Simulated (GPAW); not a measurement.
# Calculated records

A GW chain in GPAW: SnSe (Pnma). The structure is orthorhombic, space group Pnma (No. 62). Conventional cell: a = 11.420 Å, b = 4.190 Å, c = 4.460 Å, α = 90.00°, β = 90.00°, γ = 90.00°. Nearest to Sn lie 5 Se at 2.69 to 3.32 Å. Nearest to Se lie 5 Sn at 2.69 to 3.32 Å. Farther neighbours and most contacts between anions are not listed. The calculation used DFT, PBE, plane waves, PAW (and 1 further level or step) in GPAW 26.7.0, with cutoff 450 eV, GPAW PAW setups 1.2.1 data release, 1×2×2 k-mesh, nbands 132 in one of its runs. The PBE gap is 0.53 eV, indirect and the G0W0 gap on the mesh is 1.20 eV. The G0W0 gap over the zone (rigid shift) is 0.63 eV and the GW settings are 1×2×2 mesh, 122 bands, screening to 40 eV, Godby-Needs plasmon pole. The known limits are not at the basis limit; no spin-orbit coupling; coarse k mesh. It took 3 runs, 2.8 min in all on 4 MPI ranks of Arm Neoverse V2, shared host (the runs of this entry). G0W0 moves the gap on the mesh from 1.09 eV to 1.20 eV (+0.10 eV), with Z of 0.79 and 0.80 at the edges. The mesh misses the band edges by 0.56 eV in all; a rigid shift gives 0.63 eV for the zone. The database entry behind the starting cell differs from later determinations by our own check (an axis about 0.9 % long against later determinations). The cell and positions come from the Crystallography Open Database and are kept as given unless a step says otherwise. Limits: no spin-orbit coupling. Only 2 of the mesh's irreducible points were corrected, so a valley elsewhere could overtake. Bands and cutoff are finite, so the gap is not at the basis limit. The miss can reach some tenths of an eV and take either sign; the mesh is an error of its own. The 1×2×2 mesh is coarse for this cell, which bears on the long-range parts of exchange and screening. Mesh or cutoff lie under what a gap needs, so these runs test behaviour and cost; their gaps are not to be quoted.

[Runs of the session that timed out or met a known fault of the program may be left out.]

[Hosts, paths, dates, database ids (printed as entryN), source tags and the programs' standing remarks are cut or masked in the printed files.]
